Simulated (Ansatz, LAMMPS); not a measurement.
# Elastic response of amorphous 32Ga2O3-68GeO2 (mol %) (69 atoms), part 2 of 3

How stiff is amorphous 32Ga2O3-68GeO2 (mol %) (69 atoms), and how do its levels respond to strain?

Ansatz 0.2.0; Kohn-Sham DFT, PBE, PAW (set soft_1), plane waves.

The cell: 12 Ga, 13 Ge and 44 O. The quench rate of 20 K/ps far exceeds what a furnace or splat quench reaches. The network of bonds at the start is that of the classical potential that made the cell. The Brillouin zone is sampled at Γ only.

So far. Step 2 (Single point at the start): The r.m.s. force at the start is 0.85 eV/Å.

## 3. Cell and atoms relaxed

Cell and atoms are freed together, to release stress as well as forces.

File input.yaml:

```yaml
crystal:
  lattice:
    - [9.38326, 0.0, 0.0]
    - [0.0, 9.38326, 0.0]
    - [0.0, 0.0, 9.38326]
  atoms:
    [... the 69 atom lines of step 2 ...]
kpoints:
  mp_grid: { grid: [1, 1, 1] }
hamiltonian:
  xc: pbe
  pseudopotentials: { kind: paw, azcp: { folder: soft_1 } }
scf:
  occupations: { method: fixed }
output:
  forces: true
relax:
  f_tol: 0.05
  max_steps: 150
  cell: {}
```

Command:

```console
> ansatz run input.yaml --threads 4 --pin off --max-ram 8192MiB --backend cpu --events-out ev --progress --plain --runs-dir out
```

Numbers of over 12 decimals in the logs are rounded to 6 here.

The log of the run:

```text
[...]
Crystal: 69 atoms, lattice volume = 826.154 Å³
Basis set: ecut = 420 eV, 16135 PW (Γ), exchange–correlation on 128×128×128 points (8 copies of the dense FFT grid, shifted against one another)
Bands: 370, of which v1, the nominal top of the filled ones, is band 301 counted from 1 (300 counted from 0)
Symmetry: 1 space group operations
[...]
k-points: 1
[...]
SCF iter   1: F=—  HF=-126207.311262 eV  |F-HF|=—  |Δ(HF+E_count)|=         —  Δρ=1.11e-1  dr2=5.78e1  ethr=3.10e-3  ⟨swp⟩=4.0  Hψ=1169  notcnv=0  defer=64
[...]
SCF iter  14: F=-126189.573671 eV  HF=-126189.573671 eV  |F-HF|=4.69e-9  |Δ(HF+E_count)|=   2.98e-8  Δρ=9.97e-7  dr2=7.87e-9  ethr=1.66e-11  ⟨swp⟩=4.0  Hψ=998  notcnv=0
SCF 1 converged in 14 iterations: F = -126189.573671 eV  dr2 = 7.87e-9
[...]
relax step   1: F+E_penalty+E_count = -126189.57367056 eV  Δ(F+E_penalty+E_count) = +0.000e0 eV  max|allowed force component| = 2.356e0 eV/Å  Δτ_max = 0.0000 Å  P = -3.563 GPa  Ω = 826.154 Å³  (14 SCF iters, dr2 threshold 1.00e-7 eV, accepted)
[... from here on, the SCF cycles and remarks between the steps are left out ...]
relax step   2: F+E_penalty+E_count = -126193.50950784 eV  Δ(F+E_penalty+E_count) = -3.936e0 eV  max|allowed force component| = 9.802e-1 eV/Å  Δτ_max = 0.1437 Å  P = -0.409 GPa  Ω = 792.235 Å³  energy of the carried Pulay correction = +1.023e-1 eV  (8 SCF iters, dr2 threshold 6.90e-6 eV, accepted)
relax step   3: F+E_penalty+E_count = -126194.54573343 eV  Δ(F+E_penalty+E_count) = -1.036e0 eV  max|allowed force component| = 5.366e-1 eV/Å  Δτ_max = 0.0943 Å  P = +1.116 GPa  Ω = 779.014 Å³  energy of the carried Pulay correction = +1.433e-1 eV  (8 SCF iters, dr2 threshold 6.90e-6 eV, accepted)
relax step   4: F+E_penalty+E_count = -126195.39025891 eV  Δ(F+E_penalty+E_count) = -8.445e-1 eV  max|allowed force component| = 4.744e-1 eV/Å  Δτ_max = 0.2000 Å  P = +0.523 GPa  Ω = 784.250 Å³  energy of the carried Pulay correction = +1.270e-1 eV  (8 SCF iters, dr2 threshold 6.90e-6 eV, accepted)
relax step   5: F+E_penalty+E_count = -126195.80336168 eV  Δ(F+E_penalty+E_count) = -4.131e-1 eV  max|allowed force component| = 2.027e-1 eV/Å  Δτ_max = 0.2000 Å  P = +0.098 GPa  Ω = 790.402 Å³  energy of the carried Pulay correction = +1.079e-1 eV  (8 SCF iters, dr2 threshold 6.90e-6 eV, accepted)
relax step   6: F+E_penalty+E_count = -126196.03948552 eV  Δ(F+E_penalty+E_count) = -2.361e-1 eV  max|allowed force component| = 1.317e-1 eV/Å  Δτ_max = 0.2000 Å  P = +0.037 GPa  Ω = 793.705 Å³  energy of the carried Pulay correction = +9.777e-2 eV  (8 SCF iters, dr2 threshold 2.57e-6 eV, accepted)
relax step   7: F+E_penalty+E_count = -126196.08631557 eV  Δ(F+E_penalty+E_count) = -4.683e-2 eV  max|allowed force component| = 3.116e-1 eV/Å  Δτ_max = 0.2000 Å  P = +0.029 GPa  Ω = 795.105 Å³  energy of the carried Pulay correction = +9.347e-2 eV  (9 SCF iters, dr2 threshold 1.08e-6 eV, accepted)
relax step   8: F+E_penalty+E_count = -126196.08967630 eV  Δ(F+E_penalty+E_count) = -3.361e-3 eV  max|allowed force component| = 3.292e-1 eV/Å  Δτ_max = 0.0438 Å  P = -0.054 GPa  Ω = 794.984 Å³  energy of the carried Pulay correction = +9.384e-2 eV  (7 SCF iters, dr2 threshold 6.07e-6 eV, accepted)
relax step   9: F+E_penalty+E_count = -126196.14578163 eV  Δ(F+E_penalty+E_count) = -5.611e-2 eV  max|allowed force component| = 2.071e-1 eV/Å  Δτ_max = 0.2000 Å  P = +0.003 GPa  Ω = 793.924 Å³  energy of the carried Pulay correction = +9.710e-2 eV  (8 SCF iters, dr2 threshold 6.77e-6 eV, accepted)
relax step  10: F+E_penalty+E_count = -126196.18238072 eV  Δ(F+E_penalty+E_count) = -3.660e-2 eV  max|allowed force component| = 3.153e-1 eV/Å  Δτ_max = 0.1490 Å  P = +0.129 GPa  Ω = 793.073 Å³  energy of the carried Pulay correction = +9.971e-2 eV  (8 SCF iters, dr2 threshold 2.68e-6 eV, accepted)
relax step  11: F+E_penalty+E_count = -126196.30637703 eV  Δ(F+E_penalty+E_count) = -1.240e-1 eV  max|allowed force component| = 2.269e-1 eV/Å  Δτ_max = 0.2000 Å  P = -0.102 GPa  Ω = 794.052 Å³  energy of the carried Pulay correction = +9.670e-2 eV  (8 SCF iters, dr2 threshold 6.21e-6 eV, accepted)
relax step  12: F+E_penalty+E_count = -126196.40848594 eV  Δ(F+E_penalty+E_count) = -1.021e-1 eV  max|allowed force component| = 2.525e-1 eV/Å  Δτ_max = 0.2000 Å  P = +0.004 GPa  Ω = 792.750 Å³  energy of the carried Pulay correction = +1.007e-1 eV  (8 SCF iters, dr2 threshold 3.22e-6 eV, accepted)
relax step  13: F+E_penalty+E_count = -126196.48031535 eV  Δ(F+E_penalty+E_count) = -7.183e-2 eV  max|allowed force component| = 1.394e-1 eV/Å  Δτ_max = 0.1948 Å  P = -0.010 GPa  Ω = 791.943 Å³  energy of the carried Pulay correction = +1.032e-1 eV  (8 SCF iters, dr2 threshold 3.98e-6 eV, accepted)
relax step  14: F+E_penalty+E_count = -126196.52477007 eV  Δ(F+E_penalty+E_count) = -4.445e-2 eV  max|allowed force component| = 3.034e-1 eV/Å  Δτ_max = 0.2000 Å  P = +0.063 GPa  Ω = 790.997 Å³  energy of the carried Pulay correction = +1.061e-1 eV  (9 SCF iters, dr2 threshold 1.22e-6 eV, accepted)
relax step  15: F+E_penalty+E_count = -126196.48074703 eV  Δ(F+E_penalty+E_count) = +4.402e-2 eV  max|allowed force component| = 6.361e-1 eV/Å  Δτ_max = 0.2000 Å  P = -0.151 GPa  Ω = 792.517 Å³  energy of the carried Pulay correction = +1.014e-1 eV  (8 SCF iters, dr2 threshold 5.75e-6 eV, rejected (line search))
relax step  16: F+E_penalty+E_count = -126196.54022727 eV  Δ(F+E_penalty+E_count) = -1.546e-2 eV  max|allowed force component| = 2.293e-1 eV/Å  Δτ_max = 0.0692 Å  P = +0.041 GPa  Ω = 791.184 Å³  energy of the carried Pulay correction = +1.055e-1 eV  (13 SCF iters, accepted)
relax step  17: F+E_penalty+E_count = -126196.54217250 eV  Δ(F+E_penalty+E_count) = -1.945e-3 eV  max|allowed force component| = 1.335e-1 eV/Å  Δτ_max = 0.1000 Å  P = +0.066 GPa  Ω = 790.818 Å³  energy of the carried Pulay correction = +1.067e-1 eV  (8 SCF iters, dr2 threshold 3.29e-6 eV, accepted)
relax step  18: F+E_penalty+E_count = -126196.54756362 eV  Δ(F+E_penalty+E_count) = -5.391e-3 eV  max|allowed force component| = 1.346e-1 eV/Å  Δτ_max = 0.0540 Å  P = -0.102 GPa  Ω = 791.878 Å³  energy of the carried Pulay correction = +1.034e-1 eV  (8 SCF iters, dr2 threshold 1.11e-6 eV, accepted)
relax step  19: F+E_penalty+E_count = -126196.51468241 eV  Δ(F+E_penalty+E_count) = +3.288e-2 eV  max|allowed force component| = 1.947e-1 eV/Å  Δτ_max = 0.2000 Å  P = -0.234 GPa  Ω = 793.349 Å³  energy of the carried Pulay correction = +9.886e-2 eV  (9 SCF iters, dr2 threshold 1.13e-6 eV, rejected (line search))
relax step  20: F+E_penalty+E_count = -126196.55314269 eV  Δ(F+E_penalty+E_count) = -5.579e-3 eV  max|allowed force component| = 5.880e-2 eV/Å  Δτ_max = 0.0275 Å  P = +0.099 GPa  Ω = 791.173 Å³  energy of the carried Pulay correction = +1.056e-1 eV  (13 SCF iters, accepted)
relax step  21: F+E_penalty+E_count = -126196.55355422 eV  Δ(F+E_penalty+E_count) = -4.115e-4 eV  max|allowed force component| = 1.172e-2 eV/Å  Δτ_max = 0.0201 Å  P = -0.002 GPa  Ω = 791.399 Å³  energy of the carried Pulay correction = +1.049e-1 eV  (7 SCF iters, dr2 threshold 2.16e-7 eV, accepted)
relax step  22: F+E_penalty+E_count = -126196.52717168 eV  Δ(F+E_penalty+E_count) = +2.638e-2 eV  max|allowed force component| = 1.094e-2 eV/Å  Δτ_max = 0.0000 Å  P = -0.087 GPa  Ω = 791.399 Å³  stress off target by 2.87e-1 GPa  SCF on the basis re-selected at this cell (its energy is not comparable with the rows above)  (8 SCF iters)
relax step  23: F+E_penalty+E_count = -126196.53088201 eV  Δ(F+E_penalty+E_count) = -3.710e-3 eV  max|allowed force component| = 3.890e-2 eV/Å  Δτ_max = 0.0193 Å  P = +0.027 GPa  Ω = 791.040 Å³  energy of the carried Pulay correction = +1.319e-3 eV  (8 SCF iters, dr2 threshold 2.06e-7 eV, accepted)
relax step  24: F+E_penalty+E_count = -126196.53086820 eV  Δ(F+E_penalty+E_count) = +1.381e-5 eV  max|allowed force component| = 6.129e-2 eV/Å  Δτ_max = 0.0359 Å  P = -0.005 GPa  Ω = 790.998 Å³  energy of the carried Pulay correction = +1.367e-3 eV  (9 SCF iters, dr2 threshold 7.94e-9 eV, rejected (line search))
relax step  25: F+E_penalty+E_count = -126196.53201971 eV  Δ(F+E_penalty+E_count) = -1.138e-3 eV  max|allowed force component| = 1.932e-2 eV/Å  Δτ_max = 0.0169 Å  P = -0.005 GPa  Ω = 791.080 Å³  energy of the carried Pulay correction = +1.174e-3 eV  (10 SCF iters, accepted)
relax step  26: F+E_penalty+E_count = -126196.53169313 eV  Δ(F+E_penalty+E_count) = +3.266e-4 eV  max|allowed force component| = 1.941e-2 eV/Å  Δτ_max = 0.0000 Å  P = -0.006 GPa  Ω = 791.080 Å³  stress off target by 1.80e-2 GPa  SCF on the basis re-selected at this cell (its energy is not comparable with the rows above)  (5 SCF iters)
[...]
SCF converged after 5 iterations
Free energy (F): -126196.531693 eV
[...]
Internal energy: -126196.531693 eV  (E = F + TS)
E sigma→0 (E₀):  -126196.531693 eV
Fermi energy:    6.885784 eV
[...]
--- Forces (eV/Å), atoms counted from 1 ---
  atom   1  Ga     0.00389540    -0.00117607     0.00223793
  atom   2  Ga    -0.00034650     0.00567813     0.00534719
  atom   3  Ga    -0.01148513    -0.00464054    -0.00169906
  atom   4  Ga     0.00326190     0.00343525    -0.00617318
  atom   5  Ga    -0.00146054    -0.00188985    -0.00610998
  atom   6  Ga     0.00630854     0.00978131    -0.00831454
  atom   7  Ga     0.00053671     0.00360476    -0.00198433
  atom   8  Ga     0.00429971     0.00681287     0.00151136
  atom   9  Ga     0.00479813     0.00039655    -0.00068887
  atom  10  Ga     0.00089134    -0.01941149     0.01328616
  atom  11  Ga     0.00442158    -0.00363866     0.00838081
  atom  12  Ga     0.00125603    -0.00312677     0.00408459
  atom  13  Ge    -0.00596338     0.00556486    -0.00145689
  atom  14  Ge     0.01915403     0.01041661     0.00343161
[...]
atom  68  O     -0.00275767    -0.00144743     0.00424301
  atom  69  O      0.00127592     0.00123892     0.00634399
  max |Σ_I F_I| component: 1.93e-5 eV/Å
--- Stress (GPa, compression-positive) ---
       -0.014700      -0.003788      -0.007292
       -0.003788      -0.005410       0.013373
       -0.007292       0.013373       0.001207
  P = ⅓ Tr σ = -0.0063 GPa (-0.063 kbar)
--- Relaxed structure (24 steps of the walk, 21 accepted, 2 SCFs on fresh bases) ---
  F+E_penalty+E_count = -126196.53169313 eV   max|allowed force component| = 1.941e-2 eV/Å   (the final SCF, on the basis selected at the relaxed cell)
  cell:  # Å, volume = 791.0798 Å³
    - [9.369799, -0.190559, -0.185035]
    - [-0.190559, 8.964119, 0.297134]
    - [-0.185035, 0.297134, 9.435848]
  atoms:
    - { symbol: Ga, position: [0.312894, 0.149637, 0.871862] }
    - { symbol: Ga, position: [0.958841, 0.261787, 0.861757] }
    - { symbol: Ga, position: [0.813466, 0.779437, 0.524246] }
    - { symbol: Ga, position: [0.498143, 0.601061, 0.613952] }
[...]
- { symbol: O, position: [0.542406, 0.411948, 0.540836] }
```

Elapsed: 3.1 min, on 4 threads of Arm Neoverse V2, shared host; peak memory 1 GiB.

The relaxation converged after 24 steps, with a largest force component of 0.019 eV/Å.

## 4. Single point at the relaxed geometry

The electronic structure is read at the final geometry, in a run of its own.

File input.yaml:

```yaml
crystal:
  lattice:
    - [9.3698, -0.19056, -0.18503]
    - [-0.19056, 8.96412, 0.29713]
    - [-0.18503, 0.29713, 9.43585]
  atoms:
    - { symbol: Ga, position: [0.31289, 0.14964, 0.87186] }
    - { symbol: Ga, position: [0.95884, 0.26179, 0.86176] }
    - { symbol: Ga, position: [0.81347, 0.77944, 0.52425] }
    - { symbol: Ga, position: [0.49814, 0.60106, 0.61395] }
    - { symbol: Ga, position: [0.71128, 0.36148, 0.65909] }
    - { symbol: Ga, position: [0.28736, 0.54596, 0.27851] }
    [... 57 atom lines left out ...]
    - { symbol: O, position: [0.35233, 0.08488, 0.09973] }
    - { symbol: O, position: [0.48222, 0.54498, 0.25273] }
    - { symbol: O, position: [0.70044, 0.01376, 0.04404] }
    - { symbol: O, position: [0.33333, 0.20215, 0.64293] }
    - { symbol: O, position: [0.76914, 0.29099, 0.47734] }
    - { symbol: O, position: [0.54241, 0.41195, 0.54084] }
kpoints:
  mp_grid: { grid: [1, 1, 1] }
hamiltonian:
  xc: pbe
  pseudopotentials: { kind: paw, azcp: { folder: soft_1 } }
scf:
  occupations: { method: fixed }
output:
  forces: true
  stress: true
  populations: true
  dos:
    method: { smearing: { sigma: 0.15 } }
    de: 0.1
    projected: { site_lists: { Ga: [Ga], Ge: [Ge], O: [O] } }
  eigenvalues: true
  write_density: true
  write_potential: true
  volumetric_format: npy
```

The log of the run:

```text
[...]
Crystal: 69 atoms, lattice volume = 791.080 Å³
Basis set: ecut = 420 eV, 15465 PW (Γ), exchange–correlation on 128×120×128 points (8 copies of the dense FFT grid, shifted against one another)
Bands: 370, of which v1, the nominal top of the filled ones, is band 301 counted from 1 (300 counted from 0)
Symmetry: 1 space group operations
[...]
k-points: 1
[...]
SCF iter   1: F=—  HF=-126214.692184 eV  |F-HF|=—  |Δ(HF+E_count)|=         —  Δρ=1.13e-1  dr2=5.86e1  ethr=3.10e-3  ⟨swp⟩=4.0  Hψ=1236  notcnv=0  defer=66
[...]
SCF iter  13: F=-126196.531693 eV  HF=-126196.531693 eV  |F-HF|=8.99e-9  |Δ(HF+E_count)|=   1.19e-7  Δρ=2.45e-6  dr2=4.08e-8  ethr=1.66e-11  ⟨swp⟩=16.0  Hψ=2922  notcnv=0
SCF 1 converged in 13 iterations: F = -126196.531693 eV  dr2 = 4.08e-8
[...]
SCF converged after 13 iterations
Free energy (F): -126196.531693 eV
[...]
Internal energy: -126196.531693 eV  (E = F + TS)
E sigma→0 (E₀):  -126196.531693 eV
Fermi energy:    6.885773 eV
[...]
--- Forces (eV/Å), atoms counted from 1 ---
  atom   1  Ga     0.00441737    -0.00187297     0.00227622
  atom   2  Ga    -0.00057742     0.00553731     0.00452586
  atom   3  Ga    -0.01224110    -0.00536825    -0.00214424
  atom   4  Ga     0.00372963     0.00366118    -0.00573449
  atom   5  Ga    -0.00165773    -0.00137866    -0.00603619
  atom   6  Ga     0.00665902     0.00959306    -0.00798152
  atom   7  Ga     0.00112582     0.00406376    -0.00149807
  atom   8  Ga     0.00386787     0.00714396     0.00147278
  atom   9  Ga     0.00491572     0.00021182    -0.00055847
  atom  10  Ga     0.00105416    -0.01956324     0.01314767
  atom  11  Ga     0.00403728    -0.00313612     0.00869768
  atom  12  Ga     0.00113102    -0.00263993     0.00448160
  atom  13  Ge    -0.00598243     0.00592092    -0.00196639
  atom  14  Ge     0.01731790     0.01111128     0.00318516
[...]
atom  68  O     -0.00285239    -0.00080857     0.00441825
  atom  69  O      0.00078570     0.00081271     0.00567253
  max |Σ_I F_I| component: 2.67e-5 eV/Å
--- Stress (GPa, compression-positive) ---
       -0.015133      -0.003740      -0.007589
       -0.003740      -0.006259       0.013294
       -0.007589       0.013294       0.001903
  P = ⅓ Tr σ = -0.0065 GPa (-0.065 kbar)
--- Band table (eV) ---
[...]
--- Löwdin populations: 69 sites ---
  site symbol       q [e]
     0     Ga     11.9596
     1     Ga     11.9565
     2     Ga     11.9074
[...]
68      O      6.6848
  spilling = 0.004282 (of n_electrons = 602.000000)
```

It took 12 s on 4 threads; peak memory 1.1 GiB.

Numbers from this run:

```
free energy                                      : -126196.5317 eV
free energy per atom                             : -1828.9352 eV/atom
SCF cycles                                       : 13
pressure                                         : -0.006496 GPa
r.m.s. force component                           : 0.00482 eV/Å
longest force                                    : 0.02359 eV/Å
Fermi energy                                     : 6.886 eV
gap (highest filled to lowest empty level) : 1.664 eV
spilling of the projection                       : 0.004282
```

## 5. Volume -3 %

The relaxed cell is scaled evenly and the atoms are relaxed again; the stress at the end gives one point of P(V).

input.yaml, the sections that differ from step 4:

```yaml
crystal:
  lattice:
    - [9.27515, -0.18864, -0.18316]
    - [-0.18864, 8.87357, 0.29413]
    - [-0.18316, 0.29413, 9.34053]
  atoms:
    [... the 69 atom lines of step 4 ...]
output:
  forces: true
  eigenvalues: true
  stress: true
relax:
  f_tol: 0.05
  max_steps: 70
# kpoints, hamiltonian, scf: as in step 4
```

The log of the run:

```text
Warning: output.stress: scf.convergence.dr2_threshold = 1e-7 eV (the SCF's general default) is looser than the 6.9e-9 eV advised for a printed stress (1e-10 eV for each atom of the cell: 69). What an SCF threshold leaves in a stress goes as its square root, and in the free energy as the threshold itself, and one threshold admits the most on a small cell: [...]
[...]
Crystal: 69 atoms, lattice volume = 767.348 Å³
Basis set: ecut = 420 eV, 14995 PW (Γ), exchange–correlation on 128×120×128 points (8 copies of the dense FFT grid, shifted against one another)
Bands: 370, of which v1, the nominal top of the filled ones, is band 301 counted from 1 (300 counted from 0)
Symmetry: 1 space group operations
[...]
k-points: 1
[...]
SCF iter   1: F=—  HF=-126215.040603 eV  |F-HF|=—  |Δ(HF+E_count)|=         —  Δρ=1.16e-1  dr2=6.14e1  ethr=3.10e-3  ⟨swp⟩=5.0  Hψ=1239  notcnv=0  defer=66
[...]
SCF iter   9: F=—  HF=-126196.120481 eV  |F-HF|=—  |Δ(HF+E_count)|=   1.14e-4  Δρ=9.33e-5  dr2=5.72e-5  ethr=3.12e-8  ⟨swp⟩=2.0  Hψ=607  notcnv=0  defer=67
SCF iter  10: F=-126196.120492 eV  HF=-126196.120490 eV  |F-HF|=2.16e-6  |Δ(HF+E_count)|=   8.64e-6  Δρ=2.12e-5  dr2=3.39e-6  ethr=9.51e-9  ⟨swp⟩=11.0  Hψ=1862  notcnv=0
SCF 1 converged in 10 iterations: F = -126196.120492 eV  dr2 = 3.39e-6
[...]
relax step   1: F+E_penalty+E_count = -126196.12049167 eV  Δ(F+E_penalty+E_count) = +0.000e0 eV  max|allowed force component| = 4.338e-1 eV/Å  Δτ_max = 0.0000 Å  (10 SCF iters, dr2 threshold 6.25e-5 eV, accepted)
[...]
relax step   2: F+E_penalty+E_count = -126196.20248468 eV  Δ(F+E_penalty+E_count) = -8.199e-2 eV  max|allowed force component| = 2.231e-1 eV/Å  Δτ_max = 0.0272 Å  (6 SCF iters, dr2 threshold 1.18e-5 eV, accepted)
[...]
relax step   3: F+E_penalty+E_count = -126196.24974230 eV  Δ(F+E_penalty+E_count) = -4.726e-2 eV  max|allowed force component| = 1.218e-1 eV/Å  Δτ_max = 0.0316 Å  (7 SCF iters, dr2 threshold 3.11e-6 eV, accepted)
relax step   4: F+E_penalty+E_count = -126196.13066009 eV  Δ(F+E_penalty+E_count) = +1.191e-1 eV  max|allowed force component| = 6.583e-1 eV/Å  Δτ_max = 0.2000 Å  (8 SCF iters, dr2 threshold 3.92e-6 eV, rejected (line search))
relax step   5: F+E_penalty+E_count = -126196.26557240 eV  Δ(F+E_penalty+E_count) = -1.583e-2 eV  max|allowed force component| = 1.032e-1 eV/Å  Δτ_max = 0.0566 Å  (10 SCF iters, accepted)
relax step   6: F+E_penalty+E_count = -126196.24315482 eV  Δ(F+E_penalty+E_count) = +2.242e-2 eV  max|allowed force component| = 1.681e-1 eV/Å  Δτ_max = 0.0963 Å  (8 SCF iters, dr2 threshold 3.17e-6 eV, rejected (line search))
relax step   7: F+E_penalty+E_count = -126196.26780175 eV  Δ(F+E_penalty+E_count) = -2.229e-3 eV  max|allowed force component| = 7.160e-2 eV/Å  Δτ_max = 0.0181 Å  (9 SCF iters, accepted)
[...]
relax step   8: F+E_penalty+E_count = -126196.26890100 eV  Δ(F+E_penalty+E_count) = -1.099e-3 eV  max|allowed force component| = 3.009e-2 eV/Å  Δτ_max = 0.0201 Å  (8 SCF iters, accepted)
SCF converged after 8 iterations
Free energy (F): -126196.268901 eV
[...]
Internal energy: -126196.268901 eV  (E = F + TS)
E sigma→0 (E₀):  -126196.268901 eV
Fermi energy:    7.334738 eV
[...]
Σ components = -126196.268901   (vs F -126196.268901, Δ=0.00e0)
--- Forces (eV/Å), atoms counted from 1 ---
  atom   1  Ga    -0.00980758     0.00475256    -0.00075622
  atom   2  Ga     0.00635417     0.00932802     0.02392031
  atom   3  Ga    -0.01692416     0.00239128     0.00967137
  atom   4  Ga     0.00400036    -0.00470863     0.00475229
[...]
atom  69  O      0.00550360    -0.00316345    -0.00597382
  max |Σ_I F_I| component: 2.83e-5 eV/Å
--- Stress (GPa, compression-positive) ---
        3.652997      -0.074685       0.169651
       -0.074685       3.813930       0.075270
        0.169652       0.075270       3.398631
  P = ⅓ Tr σ = 3.6219 GPa (36.219 kbar)
--- Band table (eV) ---
[...]
--- Relaxed structure (8 steps of the walk, 6 accepted, 0 SCFs on fresh bases) ---
  F+E_penalty+E_count = -126196.26890100 eV   max|allowed force component| = 3.009e-2 eV/Å
  atoms:
    - { symbol: Ga, position: [0.312362, 0.149283, 0.875483] }
    - { symbol: Ga, position: [0.954633, 0.262499, 0.864212] }
    - { symbol: Ga, position: [0.811928, 0.780822, 0.523833] }
    - { symbol: Ga, position: [0.496888, 0.599732, 0.614087] }
[...]
- { symbol: O, position: [0.537958, 0.408921, 0.540975] }
```

Run time: 65 s. Hardware: 4 threads; peak memory 1 GiB; 4 min of CPU time.

The program notes that the SCF threshold is loose for the stress.

The relaxation converged after 8 steps, 0.148 eV below its start, with a largest force component of 0.030 eV/Å.

Volume -3 %: the energy stands 0.263 eV above that of the reference, at a pressure of 3.62 GPa.

(Continued in part 3 of 3.)

[Logs are printed without paths, hosts, clocks, repeated set-up lines and the standing remarks that a program may print on its own settings, such as how far it seeks lower states.]

[Hosts, paths, dates, database ids (printed as entryN), source tags and the programs' standing remarks are cut or masked in the printed files.]
